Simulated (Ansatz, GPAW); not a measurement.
## Work function of a 5-layer slab of Ag(100) at several levels

Aim: the work function of both faces of a 5-layer slab of Ag(100), and its spread over functionals and bases.

Main program and level: GPAW 26.7.0 and Ansatz 0.2.0; GPAW, PAW setups; slab in vacuum, in the first sound run; inputs show where later runs differ.

### Step 1. The starting structure

The cell holds 5 atoms: 5 Ag. Cell: a = 2.892 Å, b = 2.892 Å, c = 26.180 Å, α = 90.0°, β = 90.0°, γ = 90.0°. Vacuum lies along c.

### Step 2. Relaxing the atoms

The atoms are relaxed first, since the surface dipole, and with it the work function, follows the positions of the outer layers. The lowest 2 atoms are held at bulk positions and keep their forces.

Input file run.py:

```python
import json
import numpy as np
from ase import Atoms
from ase.constraints import FixAtoms
from ase.optimize import BFGS
from gpaw import GPAW, PW

slab = Atoms(
    ['Ag', 'Ag', 'Ag', 'Ag', 'Ag'],
    positions=[
        [0.00000, 0.00000, 9.00000],
        [1.44603, 1.44603, 11.04500],
        [0.00000, 0.00000, 13.09000],
        [1.44603, 1.44603, 15.13500],
        [0.00000, 0.00000, 17.18000]],
    cell=[[2.89207, 0.0, 0.0], [0.0, 2.89207, 0.0], [0.0, 0.0, 26.18]],
    pbc=[True, True, False])

slab.calc = GPAW(mode=PW(400), xc='PBE', kpts={'size': (11, 11, 1), 'gamma': True},
                 occupations={'name': 'fermi-dirac', 'width': 0.1}, nbands='160%',
                 convergence={'density': 0.0001}, maxiter=200,
                 poissonsolver={'dipolelayer': 'xy'},
                 symmetry={'tolerance': 1e-3, 'extra_ids': [1, 1, 0, 0, 0]}, txt='slab.txt')
result = {}
slab.set_constraint(FixAtoms([0, 1]))
path = []
opt = BFGS(slab, maxstep=0.2)
opt.attach(lambda: path.append((slab.get_potential_energy(), slab.positions.tolist(), slab.get_forces().tolist())))
result['relaxed'] = bool(opt.run(fmax=0.05, steps=30))
result['path'] = path
energy = slab.get_potential_energy()
fermi = slab.calc.get_fermi_level()
v = slab.calc.get_electrostatic_potential().mean((0, 1)) - fermi
n = slab.calc.get_pseudo_density().mean((0, 1))
L = slab.cell[2, 2]
z = np.arange(len(v)) * L / len(v)
low, high = slab.positions[:, 2].min(), slab.positions[:, 2].max()
below, above = np.interp([low - 6.8, high + 6.8], z, v)
slopes = [np.interp(x, z, np.gradient(v, z)) for x in (low - 6.8, high + 6.8)]
eps = np.array([[slab.calc.get_eigenvalues(k, s) for k in range(len(slab.calc.get_ibz_k_points()))]
                for s in range(slab.calc.get_number_of_spins())]) - fermi
top, bottom = eps[eps < 0].max(), eps[eps > 0].min()
dipole = slab.get_dipole_moment()[2]
print(f'energy {energy:.4f} eV, Fermi level {fermi:.4f} eV, dipole {dipole:.5f} e A')
print(f'potential 6.8 A off the faces, from the Fermi level: lower {below:.4f} eV, upper {above:.4f} eV')
print(f'slope of the potential there: lower {slopes[0]:.5f}, upper {slopes[1]:.5f} eV/A')
print(f'nearest levels on the mesh: {top:.4f} and {bottom:.4f} eV')
print('magnetic moment', round(slab.get_magnetic_moment(), 3))
result.update(energy=energy, fermi=fermi, dipole=dipole, below=below, above=above, slopes=slopes, edges=[top, bottom],
              z=z.tolist(), v=v.tolist(), n=n.tolist(), positions=slab.positions.tolist(),
              forces=slab.get_forces(apply_constraint=False).tolist(), moments=slab.get_magnetic_moments().tolist())
json.dump(result, open('result.json', 'w'))
```

Launch:

```console
$ OMP_NUM_THREADS=1 OPENBLAS_NUM_THREADS=1 python run.py
```

The log of the run:

```text
Step          Energy          fmax
BFGS:    0      -13.288617        0.146195
BFGS:    1      -13.289068        0.132050
BFGS:    2      -13.292374        0.120733
BFGS:    3      -13.296537        0.221186
BFGS:    4      -13.297625        0.195252
BFGS:    5      -13.303351        0.074626
BFGS:    6      -13.306777        0.083400
BFGS:    7      -13.308399        0.063783
BFGS:    8      -13.308843        0.024458
energy -13.2844 eV, Fermi level 0.6236 eV, dipole 0.00112 e A
potential 6.8 A off the faces, from the Fermi level: lower 4.2634 eV, upper 4.2757 eV
slope of the potential there: lower -0.00026, upper 0.00041 eV/A
nearest levels on the mesh: -0.0033 and 0.0501 eV
magnetic moment 0.0
```

Wall time 13 min (1 thread of Arm Neoverse V2, shared host); peak memory 0.28 GiB.

Step by step:

```
step  energy less that of the first step (eV)  largest force (eV/Å)
   1                                   0.0000                0.1462
   2                                  -0.0004                0.1320
   3                                  -0.0037                0.1207
   4                                  -0.0075                0.2212
   5                                  -0.0086                0.1953
   6                                  -0.0142                0.0746
   7                                  -0.0175                0.0834
   8                                  -0.0190                0.0638
   9                                  -0.0193                0.0245
```

The atoms that moved most (Å):

```
atom     dx     dy     dz  length
 Ag5  0.000  0.000  0.193   0.193
 Ag4  0.000  0.000  0.152   0.152
 Ag3  0.000  0.000  0.076   0.076
```

The relaxed structure:

```xyz
5
Lattice="2.8921 0.0000 0.0000 0.0000 2.8921 0.0000 0.0000 0.0000 26.1800" Properties=species:S:1:pos:R:3
Ag    0.0000    0.0000    9.0000
Ag    1.4460    1.4460   11.0450
Ag    0.0000    0.0000   13.1655
Ag    1.4460    1.4460   15.2873
Ag    0.0000    0.0000   17.3728
```

Numbers from this step:

| Item | Value |
| --- | --- |
| dipole along the normal | 0.001120 e·Å |
| levels nearest the Fermi level on the mesh | -0.003268, 0.05010 eV from the Fermi level |
| upper work function | 4.276 eV |
| lower work function | 4.263 eV |

The electrostatic potential energy of an electron (without an applied field's), less the Fermi level, planar mean by z:

z (Å), electrostatic potential energy of an electron (without an applied field's), less the Fermi level, planar mean (eV) and a bar from the least value:
```
      0.0        4.3 ##############################
      0.5        4.3 ##############################
      1.0        4.3 ##############################
      1.5        4.3 ##############################
      2.0        4.3 ##############################
      2.5        4.3 ##############################
      3.0        4.3 ##############################
      3.5        4.3 ##############################
      4.0        4.3 ##############################
      4.5        4.3 ##############################
      5.0        4.3 ##############################
      5.5        4.3 ##############################
      6.0        4.2 ##############################
      6.5        4.2 ##############################
      7.0        4.0 ##############################
      7.5        3.5 #############################
      8.0        1.2 ##########################
      8.5       -7.2 ##############
      9.0      -17.3 
      9.5       -7.4 ##############
     10.0       -0.8 #######################
     10.5       -6.5 ###############
     11.0      -17.4 
     11.5       -8.7 ############
     12.0       -0.5 #######################
     12.5       -3.8 ###################
     13.0      -15.8 ##
     13.5      -11.9 ########
     14.0       -1.4 ######################
     14.5       -1.9 #####################
     15.0      -13.2 ######
     15.5      -15.0 ###
     16.0       -3.1 ####################
     16.5       -1.1 #######################
     17.0      -10.7 #########
     17.5      -16.3 ##
     18.0       -4.1 ##################
     18.5        2.1 ###########################
     19.0        3.7 #############################
     19.5        4.1 ##############################
     20.0        4.2 ##############################
     20.5        4.3 ##############################
     21.0        4.3 ##############################
     21.5        4.3 ##############################
     22.0        4.3 ##############################
     22.5        4.3 ##############################
     23.0        4.3 ##############################
     23.5        4.3 ##############################
     24.0        4.3 ##############################
     24.5        4.3 ##############################
     25.0        4.3 ##############################
     25.5        4.3 ##############################
     26.0        4.3 ##############################
```

The pseudo valence density, planar mean by z:

```
z (Å)  pseudo valence density, planar mean (e/Å³)
  5.5                                      1.8e-4
  6.0                                      6.5e-4
  6.5                                     0.00223
  7.0                                     0.00830
  7.5                                      0.0310
  8.0                                       0.142
  8.5                                       0.788
  9.0                                        2.22
  9.5                                       0.817
 10.0                                       0.279
 10.5                                       0.685
 11.0                                        2.10
 11.5                                       0.901
 12.0                                       0.263
 12.5                                       0.479
 13.0                                        1.92
 13.5                                        1.33
 14.0                                       0.312
 14.5                                       0.349
 15.0                                        1.50
 15.5                                        1.78
 16.0                                       0.425
 16.5                                       0.300
 17.0                                        1.18
 17.5                                        1.96
 18.0                                       0.483
 18.5                                      0.0947
 19.0                                      0.0222
 19.5                                     0.00582
 20.0                                     0.00166
 20.5                                      4.6e-4
 21.0                                      1.3e-4
```

The relaxation lowered the energy of the cell by 0.0193 eV (energies extrapolated to zero smearing; the optimiser's log prints free energies). The largest force left on a free atom is 0.024 eV/Å.

### Step 3. The slab's potential

The work function is the vacuum plateau of the electrostatic potential less the Fermi level; a dipole layer lets the two faces have plateaus of their own.

run.py, as its differences from that of step 2:

```diff
@@ -3,4 +3,2 @@
 from ase import Atoms
-from ase.constraints import FixAtoms
-from ase.optimize import BFGS
 from gpaw import GPAW, PW
@@ -12,5 +10,5 @@
         [1.44603, 1.44603, 11.04500],
-        [0.00000, 0.00000, 13.09000],
-        [1.44603, 1.44603, 15.13500],
-        [0.00000, 0.00000, 17.18000]],
+        [0.00000, -0.00000, 13.16552],
+        [1.44603, 1.44603, 15.28732],
+        [-0.00000, -0.00000, 17.37279]],
     cell=[[2.89207, 0.0, 0.0], [0.0, 2.89207, 0.0], [0.0, 0.0, 26.18]],
@@ -20,12 +18,6 @@
                  occupations={'name': 'fermi-dirac', 'width': 0.1}, nbands='160%',
-                 convergence={'density': 0.0001}, maxiter=200,
+                 convergence={'density': 1e-05}, maxiter=200,
                  poissonsolver={'dipolelayer': 'xy'},
-                 symmetry={'tolerance': 1e-3, 'extra_ids': [1, 1, 0, 0, 0]}, txt='slab.txt')
+                 symmetry={'tolerance': 1e-3}, txt='slab.txt')
 result = {}
-slab.set_constraint(FixAtoms([0, 1]))
-path = []
-opt = BFGS(slab, maxstep=0.2)
-opt.attach(lambda: path.append((slab.get_potential_energy(), slab.positions.tolist(), slab.get_forces().tolist())))
-result['relaxed'] = bool(opt.run(fmax=0.05, steps=30))
-result['path'] = path
 energy = slab.get_potential_energy()
```

The log of the run:

```text
energy -13.2844 eV, Fermi level 0.6230 eV, dipole -0.00049 e A
potential 6.8 A off the faces, from the Fermi level: lower 4.2638 eV, upper 4.2764 eV
slope of the potential there: lower -0.00008, upper 0.00021 eV/A
nearest levels on the mesh: -0.0033 and 0.0502 eV
magnetic moment 0.0
```

Wall time 2.4 min (1 thread); peak memory 0.27 GiB.

Numbers from this step:

| Item | Value |
| --- | --- |
| dipole along the normal | -4.88e-4 e·Å |
| levels nearest the Fermi level on the mesh | -0.003268, 0.05017 eV from the Fermi level |
| lower work function | 4.264 eV |

The electrostatic potential energy of an electron (without an applied field's), less the Fermi level, planar mean oscillates, so the rows of the table below give means over windows of 2.09 Å about each position, cut where the curve ends. Its maxima inside the range that stand out by 2 % of the span (Å: eV): 10.1: -0.758, 12.1: -0.253, 14.2: -0.204, 16.3: -0.416. Its minima: 9.0: -17.3, 11.0: -17.4, 13.2: -17.4, 15.3: -17.5, 17.4: -17.3.

Table of electrostatic potential energy of an electron (without an applied field's), less the Fermi level, planar mean by z; means over each step:

```
z (Å)  electrostatic potential energy of an electron (without an applied field's), less the Fermi level, planar mean (eV)
 1.04                                                                                                                4.26
 3.13                                                                                                                4.26
 5.22                                                                                                                4.26
 7.31                                                                                                                2.82
 9.40                                                                                                               -7.97
11.49                                                                                                               -7.85
13.58                                                                                                               -7.79
15.67                                                                                                               -7.94
17.77                                                                                                               -6.77
19.85                                                                                                                4.10
21.95                                                                                                                4.28
24.03                                                                                                                4.28
```

The pseudo valence density, planar mean oscillates, so the rows of the table below give means over windows of 2.09 Å about each position, cut where the curve ends. Its maxima inside the range that stand out by 2 % of the span (Å: e/Å³): 9.0: 2.24, 11.1: 2.20, 13.2: 2.23, 15.3: 2.24, 17.4: 2.23. Its minima: 10.1: 0.267, 12.1: 0.240, 14.2: 0.237, 16.3: 0.249.

The pseudo valence density, planar mean by z; means over each step:

```
z (Å)  pseudo valence density, planar mean (e/Å³)
 3.13                                           0
 5.22                                      2.4e-4
 7.31                                      0.0708
 9.40                                       0.980
11.49                                       0.965
13.58                                       0.965
15.67                                       0.972
17.77                                       0.902
19.85                                     0.00680
21.95                                      3.3e-5
```

Force by atom:

```
atom  x (eV/Å)  y (eV/Å)  z (eV/Å)    size
 Ag1    0.0000    0.0000   -0.0891  0.0891
 Ag2    0.0000    0.0000    0.0844  0.0844
 Ag3    0.0000    0.0000    0.0128  0.0128
 Ag4    0.0000    0.0000    0.0231  0.0231
 Ag5    0.0000    0.0000   -0.0256  0.0256
```

The potential is flat to 2.1e-4 eV/Å where it is read, so the vacuum is wide enough.

[end of part 1 of 4]

[Logs are printed without paths, hosts, clocks, repeated set-up lines and the standing remarks that a program may print on its own settings, such as how far it seeks lower states.]

[Hosts, paths, dates, database ids (printed as entryN), source tags and the programs' standing remarks are cut or masked in the printed files.]
